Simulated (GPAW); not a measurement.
## Mn pairs in Ge: coupling against distance

Two Mn atoms replace host atoms of Ge on its sites. How does their coupling change with their distance?

Main program and level: GPAW 26.7.0; PBE; plane waves with GPAW's PAW setups, scalar-relativistic.

**1. The starting structure**

The structure is monoclinic, space group C2/m (No. 12). Conventional cell: a = 16.003 Å, b = 16.003 Å, c = 5.658 Å, α = 90.00°, β = 90.00°, γ = 90.00°. Mn has 1 Mn at 2.45 Å and 3 Ge at 2.45 Å nearest. Nearest to Ge lie 1 Mn at 2.45 Å and 3 Ge at 2.45 Å. Nearest to Ge lie 4 Ge at 2.45 Å. Ge has 1 Mn at 2.45 Å and 3 Ge at 2.45 Å nearest. Ge has 4 Ge at 2.45 Å nearest. Nearest to Ge lie 4 Ge at 2.45 Å. Model cell: substitutional dopants on the host's lattice, its constants typed without a cited source, atoms not relaxed. Farther neighbours are not listed.

This is the first member shown.

**2. The first member**

This run shows input and output; the others differ as the table says.

Contents of order1.py:

```python
import json
import numpy as np
from ase import Atoms
from ase.parallel import paropen, parprint
from gpaw import GPAW

atoms = Atoms(['Mn', 'Mn', 'Ge', 'Ge', 'Ge', 'Ge', 'Ge', 'Ge', 'Ge', 'Ge', 'Ge', 'Ge', 'Ge', 'Ge', 'Ge', 'Ge', 'Ge', 'Ge', 'Ge', 'Ge', 'Ge', 'Ge', 'Ge', 'Ge', 'Ge', 'Ge', 'Ge', 'Ge', 'Ge', 'Ge', 'Ge', 'Ge'],
    cell=[[11.316, 0.0, 0.0],
         [0.0, 11.316, 0.0],
         [0.0, 0.0, 5.658]],
    scaled_positions=[[0.0, 0.0, 0.0],
         [0.125, 0.125, 0.25],
         [0.0, 0.25, 0.5],
         [0.125, 0.375, 0.75],
         [0.25, 0.0, 0.5],
         [0.375, 0.125, 0.75],
         [0.25, 0.25, 0.0],
         [0.375, 0.375, 0.25],
         [0.0, 0.5, 0.0],
         [0.125, 0.625, 0.25],
         [0.0, 0.75, 0.5],
         [0.125, 0.875, 0.75],
         [0.25, 0.5, 0.5],
         [0.375, 0.625, 0.75],
         [0.25, 0.75, 0.0],
         [0.375, 0.875, 0.25],
         [0.5, 0.0, 0.0],
         [0.625, 0.125, 0.25],
         [0.5, 0.25, 0.5],
         [0.625, 0.375, 0.75],
         [0.75, 0.0, 0.5],
         [0.875, 0.125, 0.75],
         [0.75, 0.25, 0.0],
         [0.875, 0.375, 0.25],
         [0.5, 0.5, 0.0],
         [0.625, 0.625, 0.25],
         [0.5, 0.75, 0.5],
         [0.625, 0.875, 0.75],
         [0.75, 0.5, 0.5],
         [0.875, 0.625, 0.75],
         [0.75, 0.75, 0.0],
         [0.875, 0.875, 0.25]],
    pbc=True,
    magmoms=[4.5, 4.5, 0.0, 0.0, 0.0, 0.0, 0.0, 0.0, 0.0, 0.0, 0.0, 0.0, 0.0, 0.0, 0.0, 0.0, 0.0, 0.0, 0.0, 0.0, 0.0, 0.0, 0.0, 0.0, 0.0, 0.0, 0.0, 0.0, 0.0, 0.0, 0.0, 0.0])
atoms.calc = GPAW(mode={'name': 'pw', 'ecut': 450},
    xc='PBE',
    kpts={'size': (3, 3, 5), 'gamma': True},
    occupations={'name': 'fermi-dirac', 'width': 0.05},
    convergence={'density': 1e-05, 'energy': 1e-05},
    maxiter=200,
    mixer={'name': 'pulay', 'beta': 0.05, 'nmaxold': 6, 'weight': 50},
    symmetry={'tolerance': 1e-4},
    txt='order1.txt')
e = atoms.get_potential_energy(force_consistent=True)
res = {'free_energy': e, 'energy_sigma0': atoms.get_potential_energy(), 'fermi_energy': atoms.calc.get_fermi_level()}
res['moments'] = atoms.get_magnetic_moments().tolist()
res['total'] = atoms.get_magnetic_moment()
parprint('site moments (muB):', np.round(res['moments'], 3))
parprint(f"total moment: {res['total']:.3f} muB")
parprint(f'free energy: {e:.6f} eV')
atoms.calc.write('order1.gpw')
with paropen('results.json', 'w') as f:
    json.dump(res, f)
```

The run is started by

```
OMP_NUM_THREADS=1 mpirun -n 4 gpaw python order1.py > order1.log
```

Numbers of over 12 decimals in the logs are rounded to 6 here.

The program printed:

```text
site moments (muB): [ 3.067e+00  3.067e+00 -4.300e-02  2.000e-03 -4.300e-02  2.000e-03
 -4.600e-02  1.000e-03 -5.000e-03 -5.000e-03  2.000e-03 -4.300e-02
 -3.000e-03 -3.000e-03 -1.000e-03 -1.000e-03 -5.000e-03 -5.000e-03
 -3.000e-03 -3.000e-03  2.000e-03 -4.300e-02 -1.000e-03 -1.000e-03
 -4.000e-03 -4.000e-03 -3.000e-03 -3.000e-03 -3.000e-03 -3.000e-03
  1.000e-03 -4.600e-02]
total moment: 6.211 muB
free energy: -150.482369 eV

--- order1.txt ---
Input parameters:
  mode=PW(ecut=450),
  convergence={'density': 1e-05, 'energy': 1e-05},
  kpts=MonkhorstPack(size=(3, 3, 5), gamma=True),
  maxiter=200,
  mixer=Pulay(name='pulay', nmaxold=6, beta=0.05, weight=50, sigma=0.015, g_ss=None),
  occupations=Occupations(name='fermi-dirac', width=0.05),
  symmetry=Symmetry(tolerance=0.0001),
  xc=XC(name='PBE')

Diagonalizing LCAO Hamiltonian
Converting LCAO to pw mode
        .---------------------------.
       /|                           |
      / |                           |
     /  |  Ge            Ge         |
    /   |       Ge            Ge    |
   /  Ge|           Ge              |
  /    Ge         Ge Ge         Ge  |
 *      .--Ge------------Ge---------.
 |     / Ge Ge         Ge Ge       /
 | Ge /      Ge  Ge        Ge     /
 |   Ge Ge    Ge   Ge Ge    Ge   /
 |  /Mn            Ge           /
 | /      Ge            Ge     /
 |/                           /
 Mn------------Ge------------*

Atoms  # Å, Bohr magnetons
|    | symbol |        x |        y |        z |    initial magnetic moments |
|----|--------|----------|----------|----------|-----------------------------|
[...]
Zero:              0.472319
  External:          0.000000
  Xc:             -194.867174
  Entropy:          -0.041062
  Spinorbit:         0.000000
  ----------------------------
  Free energy:    -150.482369
  Extrapolated:   -150.461837

dipole moment: (-136.009290, -136.009290, -141.791598)  # |e|*Ang

Total magnetic moment: (0.000000, 0.000000, 6.210644)

Local magnetic moments
|        x |        y |         z |
|----------|----------|-----------|
| 0.000000 | 0.000000 |  3.066870 |  # Mn   0
| 0.000000 | 0.000000 |  3.066870 |  # Mn   1
| 0.000000 | 0.000000 | -0.042786 |  # Ge   2
| 0.000000 | 0.000000 |  0.002444 |  # Ge   3
| 0.000000 | 0.000000 | -0.042786 |  # Ge   4
[...]
| 0.000000 | 0.000000 | -0.002625 |  # Ge  28
| 0.000000 | 0.000000 | -0.002687 |  # Ge  29
| 0.000000 | 0.000000 |  0.001050 |  # Ge  30
| 0.000000 | 0.000000 | -0.045634 |  # Ge  31

Fermi level: 5.402
Eigenvalues  # (at kpt = [0.000, 0.000, 0.000])
| band index |      eig [eV] | occ [0-1] |      eig [eV] | occ [0-1] |
|------------|---------------|-----------|---------------|-----------|
|          0 |       -74.955 |     1.000 |       -71.571 |     1.000 |
|        ... |               |           |               |           |
|         67 |         3.902 |     1.000 |         4.559 |     1.000 |
|         68 |         3.932 |     1.000 |         5.096 |     0.998 |
|         69 |         4.035 |     1.000 |         5.359 |     0.704 |
|         70 |         4.121 |     1.000 |         5.385 |     0.584 |
[...]
|         79 |         6.364 |     0.000 |         6.645 |     0.000 |
|         80 |         6.685 |     0.000 |         6.724 |     0.000 |
|         81 |         6.692 |     0.000 |         6.732 |     0.000 |
|        ... |               |           |               |           |
|         99 |         8.905 |     0.000 |         9.031 |     0.000 |

No gap
No difference between direct/indirect transitions

[key lines of the parts left out:]
Converged in 34 steps
```

Run time: 16 min. Hardware: 4 MPI ranks of Arm Neoverse V1, shared host; peak memory 2.6 GiB.

After 34 cycles the largest moment stands at 3.07 μB.

**3. The series**

All use a 3×3×5 mesh. Each member is run with parallel and with opposed moments. For E = −J e1·e2 with unit vectors, counted once a pair, J = (E_opposed − E_parallel) / 2n, n being the images of the partner at that distance, since the cell repeats. Farther images are folded into J, and in so small a cell they can weigh as much as the nearest, so J is an effective number of this cell and no pair coupling.

```csv
distance (Å),"atoms, n",parallel (eV),opposed (eV),opposed less parallel (meV),J (meV),"mean moment, parallel (μB)","mean moment, opposed (μB)","net moment, parallel (μB a cell)"
2.45,"32, 1",-150.4824,-150.9960,-513.65,-256.82,3.07,3.24,6.21
4.00,"32, 2",-151.1438,-150.8173,+326.47,+81.62,3.19,3.22,6.11
5.66,"32, 2",-151.0421,-150.8597,+182.44,+45.61,3.16,3.21,6.00
```

```
distance (Å) 4.00: J = +326.47 / (2 × 2) = +81.62 meV
```

**4. What came out**

```json
{"strongest coupling": "-256.82 meV at distance (Å) 2.45", "parallel lower at": "4.00, 5.66", "opposed lower at": "2.45"}
```

**Reading.** The sign of the coupling changes along the series; it is strongest at distance (Å) 2.45, -256.82 meV, and stands at +45.61 meV for the last member. Differences under about 1 meV are not resolved, and mesh and smearing were not tested in this series. The atoms were not relaxed, which can shift moments and couplings. The cells are small and neutral, with no compensating defects, so carriers and concentrations exceed those of most samples. Trends hold for the rows shown; the series may have further members. Spin–orbit coupling is left out.

[Logs and program files are shortened in this print: banners, set-up blocks, solver, clock and traceback lines can be left out without a mark of their own.]

[Logs are printed without paths, hosts, clocks, repeated set-up lines and the standing remarks that a program may print on its own settings, such as how far it seeks lower states.]

[Hosts, paths, dates, database ids (printed as entryN), source tags and the programs' standing remarks are cut or masked in the printed files.]

[Where a cell is said to come from a database of computed structures, the database is the Materials Project.]
